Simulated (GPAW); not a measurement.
TiO2 (Rutile, P4_2/mnm), O K edge of atom 3, with 2 Ti at 1.95 Å and 1 Ti at 1.98 Å (distorted trigonal planar, site symmetry m2m). Method: GPAW, PBE, full core hole (charged cell), 12-atom cell with 5.5 Å between holes, 5×5×5 k points, dipole transitions, Gaussian full width 0.9 eV up to 4 eV, rising linearly to 3.5 eV at 25 eV.

```xyz
6
Lattice="4.5922 0.0000 0.0000 0.0000 4.5922 0.0000 0.0000 0.0000 2.9574" Properties=species:S:1:pos:R:3 pbc="T T T"
Ti    2.2961    2.2961    1.4787
Ti    0.0000    0.0000    0.0000
O     3.6965    0.8957    1.4787
O     3.1918    3.1918    0.0000
O     0.8957    3.6965    1.4787
O     1.4004    1.4004    0.0000
```

Energy from the lowest empty level; a common scale on which the isotropic spectrum has a mean of 1 over the first 20 eV.

| E (eV) | curve 1 | curve 2 |
| --- | --- | --- |
| -2.0 | 0.00 | 0.00 |
| -1.4 | 0.00 | 0.00 |
| -0.8 | 0.01 | 0.01 |
| -0.2 | 0.15 | 0.23 |
| 0.4 | 0.74 | 1.38 |
| 1.0 | 1.40 | 1.92 |
| 1.6 | 0.63 | 1.15 |
| 2.2 | 0.21 | 0.40 |
| 2.8 | 1.24 | 0.59 |
| 3.4 | 2.95 | 1.76 |
| 4.0 | 2.85 | 1.89 |
| 4.6 | 1.23 | 1.21 |
| 5.2 | 0.27 | 0.41 |
| 5.8 | 0.05 | 0.10 |
| 6.4 | 0.03 | 0.04 |
| 7.0 | 0.10 | 0.09 |
| 7.6 | 0.21 | 0.21 |
| 8.2 | 0.40 | 0.43 |
| 8.8 | 0.70 | 0.78 |
| 9.4 | 1.11 | 1.10 |
| 10.0 | 1.47 | 1.19 |
| 10.6 | 1.59 | 1.10 |
| 11.2 | 1.59 | 1.08 |
| 11.8 | 1.67 | 1.25 |
| 12.4 | 1.85 | 1.50 |
| 13.0 | 1.92 | 1.67 |
| 13.6 | 1.76 | 1.69 |
| 14.2 | 1.44 | 1.63 |
| 14.8 | 1.17 | 1.58 |
| 15.4 | 1.01 | 1.53 |
| 16.0 | 0.89 | 1.39 |
| 16.6 | 0.74 | 1.13 |
| 17.2 | 0.57 | 0.84 |
| 17.8 | 0.44 | 0.61 |
| 18.4 | 0.38 | 0.47 |
| 19.0 | 0.39 | 0.41 |
| 19.6 | 0.46 | 0.39 |
| 20.2 | 0.57 | 0.42 |
| 20.8 | 0.66 | 0.48 |
| 21.4 | 0.71 | 0.58 |
| 22.0 | 0.71 | 0.70 |
| 22.6 | 0.68 | 0.83 |
| 23.2 | 0.64 | 0.93 |
| 23.8 | 0.61 | 0.98 |
| 24.4 | 0.60 | 0.98 |
| 25.0 | 0.60 | 0.93 |
| 25.6 | 0.59 | 0.87 |
| 26.2 | 0.59 | 0.79 |
| 26.8 | 0.59 | 0.71 |
| 27.4 | 0.60 | 0.63 |
| 28.0 | 0.63 | 0.57 |
| 28.6 | 0.69 | 0.52 |
| 29.2 | 0.77 | 0.51 |
| 29.8 | 0.84 | 0.53 |
| 30.4 | 0.91 | 0.56 |
| 31.0 | 0.97 | 0.60 |
| 31.6 | 1.02 | 0.63 |

Q: The curves are for the electric vector along different Cartesian axes of the cell as given, averaged over the symmetry-equivalent atoms. Which is which?

Curve 1: along z (c), main maxima 1.0 eV (1.40), 3.7 eV (3.12) and 12.9 eV (1.93). Curve 2: along x (⊥ c) (the other in-plane axis gives the same curve within 3 %), main maxima 0.9 eV (1.96), 3.7 eV (2.00) and 13.4 eV (1.70). A K edge sees empty p states; the first features are O p mixed into the empty d states of the Ti neighbours, and the broad ones above probably into the cations' higher empty bands. Ti is d⁰ and octahedral here, so the pair, 2.8 eV apart, is its t₂g and e_g bands. Each direction probes the empty orbitals that point along it. The holes are only 5.5 Å apart, so the shape is probably not converged with cell size; no larger cell was run here. The mesh is coarse (0.29 Å⁻¹ between points), so small maxima may be mesh ripples.

[Banner, clock and machine lines of the logs are left out without a mark of their own.]

[Logs are printed without paths, hosts, clocks, repeated set-up lines and the standing remarks that a program may print on its own settings, such as how far it seeks lower states.]

[Hosts, paths, dates, database ids (printed as entryN), source tags and the programs' standing remarks are cut or masked in the printed files.]

[Lists of maxima count a maximum above −3 eV only where it reaches 4 % of the highest in the window and stands out from its surroundings by 2 % of it (1.5 % where it reaches 55 %); shoulders and weaker maxima are passed over, and of the rest the first, up to two pre-edge ones and the few strongest are named.]
